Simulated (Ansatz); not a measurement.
# ZnSe wire along [110], 36 atoms a period, H-terminated: bands along the axis, part 2 of 2

Wanted: the relaxed geometry and the bands of the ZnSe wire along [110], 36 atoms a period, H-terminated.

Ansatz 0.2.0; DFT PBE, plane waves, PAW; relaxation of a wire's period; PAW set soft_1 (the session's first sound run).

So far. Step 2 (Relaxation of atoms and period): The cell's length comes to 4.185 Å with spin left out.

## 3. The wire at its relaxed period

This step: DFT PBE, plane waves, PAW; bands of a perfect wire; PAW set soft_1 (Ansatz 0.2.0).

At the relaxed period the bands are computed along the axis; those that cross an energy going forward count the channels that a perfect wire would open there.

Input file input.yaml:

```yaml
crystal:
  lattice:
    - [24.398, 0.0, 0.0]
    - [0.0, 23.586, 0.0]
    - [0.0, 0.0, 4.1848980067]
  atoms:
    - { symbol: H, position: [0.196756588, 0.388517387, 0.0] }
    - { symbol: Zn, position: [0.242148466, 0.434327201, 0.0] }
    - { symbol: Se, position: [0.406052116, 0.208167785, 0.0] }
    - { symbol: Se, position: [0.412968659, 0.372192543, 0.0] }
    - { symbol: H, position: [0.43409746, 0.873596175, 0.0] }
    - { symbol: H, position: [0.441897554, 0.157526125, 0.0] }
    - { symbol: Zn, position: [0.473118374, 0.287697254, 0.0] }
    - { symbol: Zn, position: [0.46943981, 0.459151957, 0.0] }
    - { symbol: Se, position: [0.641164722, 0.209702298, 0.0] }
    - { symbol: Se, position: [0.644526826, 0.367736827, 0.0] }
    - { symbol: H, position: [0.672276907, 0.155822253, 0.0] }
    - { symbol: Zn, position: [0.717844957, 0.28629712, 0.0] }
    - { symbol: Zn, position: [0.698810529, 0.453025421, 0.0] }
    - { symbol: H, position: [0.873020023, 0.535502429, 0.115553133] }
    - { symbol: H, position: [0.279996936, 0.288869487, 0.105405047] }
    - { symbol: H, position: [0.149952345, 0.535100154, 0.249054405] }
    - { symbol: H, position: [0.749693171, 0.287508366, 0.389475716] }
    - { symbol: Se, position: [0.295168167, 0.285825066, 0.5] }
    - { symbol: Se, position: [0.295004908, 0.631425186, 0.5] }
    - { symbol: Se, position: [0.296861475, 0.456660335, 0.5] }
    - { symbol: H, position: [0.315306583, 0.132655175, 0.5] }
    - { symbol: H, position: [0.312522809, 0.780984356, 0.5] }
    - { symbol: Zn, position: [0.344163934, 0.190855185, 0.5] }
    - { symbol: Zn, position: [0.355733241, 0.370488715, 0.5] }
    - { symbol: Zn, position: [0.352328429, 0.545505072, 0.5] }
    - { symbol: Zn, position: [0.34707935, 0.725893057, 0.5] }
    - { symbol: Se, position: [0.529249397, 0.284264509, 0.5] }
    - { symbol: Se, position: [0.526109207, 0.627623276, 0.5] }
    - { symbol: Se, position: [0.527793662, 0.456694722, 0.5] }
    - { symbol: Se, position: [0.519304542, 0.796679166, 0.5] }
    - { symbol: H, position: [0.550780552, 0.132345647, 0.5] }
    - { symbol: H, position: [0.558510388, 0.844626858, 0.5] }
    - { symbol: Zn, position: [0.579592712, 0.190944869, 0.5] }
    - { symbol: Zn, position: [0.587067164, 0.370149072, 0.5] }
    - { symbol: Zn, position: [0.584558504, 0.542057743, 0.5] }
    - { symbol: Zn, position: [0.577753747, 0.714800332, 0.5] }
    - { symbol: Se, position: [0.763351713, 0.619839868, 0.5] }
    - { symbol: Se, position: [0.75845266, 0.463933084, 0.5] }
    - { symbol: H, position: [0.787165332, 0.677612925, 0.5] }
    - { symbol: H, position: [0.783479717, 0.406722044, 0.5] }
    - { symbol: Zn, position: [0.855179185, 0.534140345, 0.5] }
    - { symbol: H, position: [0.749693171, 0.287508366, 0.610524284] }
    - { symbol: H, position: [0.149952345, 0.535100154, 0.750945595] }
    - { symbol: H, position: [0.279996936, 0.288869487, 0.894594953] }
    - { symbol: H, position: [0.873020023, 0.535502429, 0.884446867] }
    - { symbol: Se, position: [0.192749169, 0.54171125, 0.0] }
    - { symbol: H, position: [0.19258792, 0.697655747, 0.0] }
    - { symbol: Zn, position: [0.243491102, 0.6589676, 0.0] }
    - { symbol: Se, position: [0.41073352, 0.544524195, 0.0] }
    - { symbol: Se, position: [0.409000015, 0.71680323, 0.0] }
    - { symbol: Zn, position: [0.465462027, 0.632539644, 0.0] }
    - { symbol: Zn, position: [0.449833123, 0.810573938, 0.0] }
    - { symbol: Se, position: [0.643777139, 0.542380357, 0.0] }
    - { symbol: Se, position: [0.639750435, 0.708003875, 0.0] }
    - { symbol: H, position: [0.674381566, 0.759661788, 0.0] }
    - { symbol: Zn, position: [0.704952488, 0.62410808, 0.0] }
kpoints:
  mp_grid: { grid: [1, 1, 20] }
  band_path: { path: ["Γ", Z], npoints: 90 }
scf:
  occupations: { method: fermi_dirac, width: 0.05 }
hamiltonian:
  xc: pbe
  pseudopotentials: { kind: paw, azcp: { folder: soft_1 } }
output:
  dos: { e_range: [-5, 4] }
  write_potential: true
  write_density: true
  volumetric_format: npy
```

The run is started by

```sh
ansatz run input.yaml --threads 4 --pin off --max-ram 16384MiB --backend cpu --events-out ev --progress --plain --runs-dir out
```

Numbers of over 12 decimals in the logs are rounded to 6 here.

What it wrote:

```text
[...]
Crystal: 56 atoms, lattice volume = 2408.205 Å³
Basis set: ecut = 420 eV, 46875 PW (Γ)
Bands: 318, of which v1, the nominal top of the filled ones, is band 262 counted from 1 (261 counted from 0)
Symmetry: 2 space group operations
[...]
k-points: 11 of 20
[...]
SCF iter   1: F=—  HF=-158524.746780 eV  |F-HF|=—  |Δ(HF+E_count)|=         —  Δρ=3.20e-2  dr2=3.43e1  ethr=3.10e-3  ⟨swp⟩=6.3  Hψ=14660  notcnv=0  defer=380
[...]
SCF iter  15: F=-158514.266337 eV  HF=-158514.266337 eV  |F-HF|=6.94e-8  |Δ(HF+E_count)|=   3.02e-7  Δρ=8.98e-7  dr2=1.97e-8  ethr=1.91e-11  ⟨swp⟩=17.4  Hψ=17347  notcnv=0
SCF 1 converged in 15 iterations: F = -158514.266337 eV  dr2 = 1.97e-8
[...]
NSCF: frozen V_eff on 91 k-points
WARN: pass on a band path, mesh or list of k-points: the 91 k-points are solved 6 at a time at the most, because the 14.40 GiB of host memory that the pass is priced against does not hold them all with the solver's workspace as planned. The pass can take longer, above all where fewer k-points are solved at a time than the run has threads. As a rule a larger memory budget leaves room for more at once. The budget is what a run with no `--max-ram-frac` typed is planned for, 0.8 of the host's memory or its container's limit. More memory there lifts it, and so does a share over 0.88 that is typed (of such a share the budget is ten elevenths): [rest of the remark cut]
WARN: The input density's exchange-correlation potential varies sharply where the density is thin. Do not read a vacuum level from v_tot or v_xc, or from such a field of the output density. On a cell that repeats whose density bears no net charge and no dipole along the vacuum's axis use v_es (v_loc + v_h of the components); under efield.dipole_correction with no amplitude use v_es + v_field, which holds any external [...]
SCF converged after 15 iterations
the last check of whether an eigenvalue changes by more than its tolerance under the output density was not made (no_room)
Free energy (F): -158514.266337 eV
[...]
Internal energy: -158514.251452 eV  (E = F + TS)
E sigma→0 (E₀):  -158514.258895 eV
Entropy (-TS):   -0.014885 eV (-0.266 meV/atom)
Fermi energy:    0.203610 eV
[...]
--- Band table (eV; the first three rows and the last of 11) ---
  k-point 0: bands = [... 258 lower, -1.3988, -1.3437, -1.1666, 0.2698, 0.7196, 1.0042, 1.0386, 1.0701, ... 52 higher]
  k-point 1: bands = [... 258 lower, -1.3976, -1.3356, -1.1543, 0.2741, 0.7212, 0.8268, 1.0977, 1.1629, ... 52 higher]
  k-point 2: bands = [... 258 lower, -1.3886, -1.2524, -1.1390, -0.0331, 0.6961, 0.8485, 1.0979, 1.3084, ... 52 higher]
  k-point 10: bands = [... 258 lower, -1.8962, -1.6836, -1.4017, -1.1942, 1.2758, 1.4034, 1.5635, 1.8583, ... 52 higher]
```

The job ended after 67 min (4 threads of Arm Neoverse V2, shared host; peak memory 13 GiB).

This step gave:

```
band gap : 0 eV
```

The electronic bands at the labelled points (eV, zero at the Fermi level; # counts the bands kept):

```csv
point,#36,#37,#38,#39,#40,#41,#42,#43
Γ,-1.60,-1.55,-1.37,0.07,0.52,0.80,0.83,0.87
halfway,-1.70,-1.58,-1.43,-0.55,0.07,1.13,1.36,1.56
Z,-2.10,-1.89,-1.61,-1.40,1.07,1.20,1.36,1.65
```

Between Γ and Z the bands cross the Fermi level 3 times, so a perfect wire would conduct at least 3 G₀, with spin left out.

## 4. Another level of theory

This step: DFT r2SCAN, plane waves, PAW; bands of a perfect wire at the PBE geometry; PAW set soft_1 (Ansatz 0.2.0).

The atoms stay at the PBE geometry and the functional changes. r2SCAN also reads the kinetic-energy density; it often gives larger moments and wider gaps than PBE, at a higher cost.

Edit input.yaml of step 3 so:

```diff
@@ -63,3 +63,3 @@
 kpoints:
-  mp_grid: { grid: [1, 1, 20] }
+  mp_grid: { grid: [1, 1, 15] }
   band_path: { path: ["Γ", Z], npoints: 90 }
@@ -68,8 +68,3 @@
 hamiltonian:
-  xc: pbe
+  xc: r2scan
   pseudopotentials: { kind: paw, azcp: { folder: soft_1 } }
-output:
-  dos: { e_range: [-5, 4] }
-  write_potential: true
-  write_density: true
-  volumetric_format: npy
```

What it wrote:

```text
Engine: ansatz 0.2.0, aarch64-unknown-linux-gnu
Pseudopotentials: kind: paw
Pseudopotential: H, paw, valence charge 1, recommended cutoff 500 eV (meta_gga), soft_1/H.paw.azcp
Pseudopotential: Zn, paw, valence charge 12, recommended cutoff 500 eV (meta_gga), soft_1/Zn.paw.azcp
Pseudopotential: Se, paw, valence charge 16, recommended cutoff 500 eV (meta_gga), soft_1/Se.paw.azcp
Functional definition: r2SCAN
  parameter k0 = 0.174
  parameter k1 = 0.065
  parameter a1 = 4.9479
  exchange = r2scan_x(k0 = k0, k1 = k1, a1 = a1)
  correlation = r2scan_c
Crystal: 56 atoms, lattice volume = 2408.205 Å³
Basis set: ecut = 500 eV, 61225 PW (Γ), exchange–correlation on 720×720×128 points (64 copies of the dense FFT grid, shifted against one another)
Bands: 318, of which v1, the nominal top of the filled ones, is band 262 counted from 1 (261 counted from 0)
Symmetry: 2 space group operations
Space group: Pm (ITA 6), of the structure as read, at distance tolerance 1.3e-4 Å
k-points: 8 of 15
Non-local potential: H, projectors of the file, l = 0: 2, l = 1: 1
Non-local potential: Zn, projectors of the file, l = 0: 2, l = 1: 2, l = 2: 3, l = 3: 1
Non-local potential: Se, projectors of the file, l = 0: 2, l = 1: 2, l = 2: 3, l = 3: 1
PAW form: soft (Blöchl's): semilocal exchange-correlation on the pseudo side does not see the compensation charge
PAW frozen core: Zn, regenerated for the run's functional (the file was generated under x = pbe(κ = 0.804, μ = 0.219515), c = pbe(β = 0.066725))
PAW frozen core: Se, regenerated for the run's functional (the file was generated under x = pbe(κ = 0.804, μ = 0.219515), c = pbe(β = 0.066725))
PAW one-centre angular grid: H, 302 points (default); XC on 160 Gauss nodes
PAW one-centre angular grid: Zn, 590 points (default); XC on 160 Gauss nodes
PAW one-centre angular grid: Se, 590 points (default); XC on 160 Gauss nodes
Initial density: superposition of atomic densities (neutral atoms: chi_scale 0, normalization atom)
Initial wavefunctions: pseudopotential atomic-orbital guess
Functional: x = r2scan, c = r2scan; τ floored in thin density (d = 2e-4 eV/Å³)
SCF iter   1: F=—  HF=-158807.796539 eV  |F-HF|=—  |Δ(HF+E_count)|=         —  Δρ=2.96e-2  dr2=3.02e1  dr2_τ=3.90e-1  ethr=3.10e-3  ⟨swp⟩=6.2  Hψ=10663  notcnv=0  defer=283
preconditioner: auto → LDOS  [insulator: Δε(μ)=0.503 eV  Ē_g=10.595 eV  σ=0.050 eV  W_gap=0.53  n_scr=404 (ndim 8)  ℏωp=14.0 eV  f_vac=0.544  D(μ)=1.46/eV (n_scr^D=4)  ε∞_Penn≈2.8  β→1.0]
SCF iter   2: F=—  HF=-158820.769980 eV  |F-HF|=—  |Δ(HF+E_count)|=    1.30e1  Δρ=4.05e-2  dr2=3.42e2  dr2_τ=5.44e-1  ethr=3.10e-3  ⟨swp⟩=5.1  Hψ=5273  notcnv=0  defer=397  recentre
SCF iter   3: F=—  HF=-158802.709893 eV  |F-HF|=—  |Δ(HF+E_count)|=    1.81e1  Δρ=1.48e-2  dr2=8.58e0  dr2_τ=6.46e-2  ethr=3.10e-3  ⟨swp⟩=4.8  Hψ=5982  notcnv=0  defer=316
SCF iter   4: F=—  HF=-158801.631954 eV  |F-HF|=—  |Δ(HF+E_count)|=    1.08e0  Δρ=6.10e-3  dr2=3.22e0  dr2_τ=1.58e-2  ethr=1.64e-3  ⟨swp⟩=3.0  Hψ=4239  notcnv=0  defer=397
SCF iter   5: F=—  HF=-158800.944263 eV  |F-HF|=—  |Δ(HF+E_count)|=   6.88e-1  Δρ=2.56e-3  dr2=7.40e-1  dr2_τ=2.24e-3  ethr=6.15e-4  ⟨swp⟩=3.2  Hψ=4290  notcnv=0  defer=378
SCF iter   6: F=—  HF=-158800.823803 eV  |F-HF|=—  |Δ(HF+E_count)|=   1.20e-1  Δρ=1.21e-3  dr2=2.30e-1  dr2_τ=5.55e-4  ethr=1.41e-4  ⟨swp⟩=3.5  Hψ=3838  notcnv=0  defer=382
SCF iter   7: F=—  HF=-158800.785484 eV  |F-HF|=—  |Δ(HF+E_count)|=   3.83e-2  Δρ=7.38e-4  dr2=6.15e-2  dr2_τ=2.01e-4  ethr=4.39e-5  ⟨swp⟩=4.1  Hψ=3473  notcnv=0  defer=381
SCF iter   8: F=—  HF=-158800.774592 eV  |F-HF|=—  |Δ(HF+E_count)|=   1.09e-2  Δρ=3.24e-4  dr2=8.47e-3  dr2_τ=4.61e-5  ethr=1.17e-5  ⟨swp⟩=2.9  Hψ=3882  notcnv=0  defer=378
SCF iter   9: F=—  HF=-158800.773534 eV  |F-HF|=—  |Δ(HF+E_count)|=   1.06e-3  Δρ=1.50e-4  dr2=1.03e-3  dr2_τ=8.30e-6  ethr=1.62e-6  ⟨swp⟩=2.1  Hψ=3381  notcnv=0  defer=378
SCF iter  10: F=—  HF=-158800.773586 eV  |F-HF|=—  |Δ(HF+E_count)|=   5.13e-5  Δρ=6.17e-5  dr2=1.07e-4  dr2_τ=1.46e-6  ethr=1.97e-7  ⟨swp⟩=2.8  Hψ=3998  notcnv=0  defer=372
SCF iter  11: F=—  HF=-158800.773629 eV  |F-HF|=—  |Δ(HF+E_count)|=   4.31e-5  Δρ=2.13e-5  dr2=1.18e-5  dr2_τ=2.33e-7  ethr=2.05e-8  ⟨swp⟩=2.4  Hψ=3812  notcnv=0  defer=372
SCF iter  12: F=—  HF=-158800.773657 eV  |F-HF|=—  |Δ(HF+E_count)|=   2.82e-5  Δρ=9.91e-6  dr2=2.76e-6  dr2_τ=4.92e-8  ethr=2.25e-9  ⟨swp⟩=2.4  Hψ=3879  notcnv=0  defer=372
SCF iter  13: F=—  HF=-158800.773658 eV  |F-HF|=—  |Δ(HF+E_count)|=   1.10e-6  Δρ=4.48e-6  dr2=4.91e-7  dr2_τ=1.10e-8  ethr=5.27e-10  ⟨swp⟩=2.0  Hψ=3440  notcnv=0  defer=372
SCF iter  14: F=—  HF=-158800.773658 eV  |F-HF|=—  |Δ(HF+E_count)|=   3.20e-7  Δρ=2.14e-6  dr2=1.19e-7  dr2_τ=2.49e-9  ethr=9.36e-11  ⟨swp⟩=2.4  Hψ=3581  notcnv=0  defer=372
```

Wall time 15 min (4 threads); peak memory 11 GiB.

Residual by cycle:

cycle, log10 residual and a bar from the least value:
```
        1        1.5 ###########################
        2        2.5 ##############################
        3        0.9 #########################
        5       -0.1 ######################
        6       -0.6 ####################
        7       -1.2 ##################
        8       -2.1 ###############
        9       -3.0 ############
       10       -4.0 #########
       12       -5.6 ####
       13       -6.3 ##
       14       -6.9
```

The run was cut off at its time limit.

After 14 cycles the residual stands at 1.2e-7.

## 5. Summary of results

| Property | Result |
| --- | --- |
| cell length, PBE | 4.185 Å |
| ballistic conductance by band crossings, a lower bound, PBE | 3 G₀ |

**Reading.** Under PBE the cell's length is 4.18 Å, and the bands cross the Fermi level 3 times between Γ and Z, which gives a perfect wire at least 3 G₀ (opposite crossings within one step of the path cancel in such a count). Plain hydrogen on a compound's surface is a simple closure: it may leave surface states, and facets that end in unlike atoms put a field across the wire, both of which shrink the gap.

[Logs are printed without paths, hosts, clocks, repeated set-up lines and the standing remarks that a program may print on its own settings, such as how far it seeks lower states.]

[Hosts, paths, dates, database ids (printed as entryN), source tags and the programs' standing remarks are cut or masked in the printed files.]
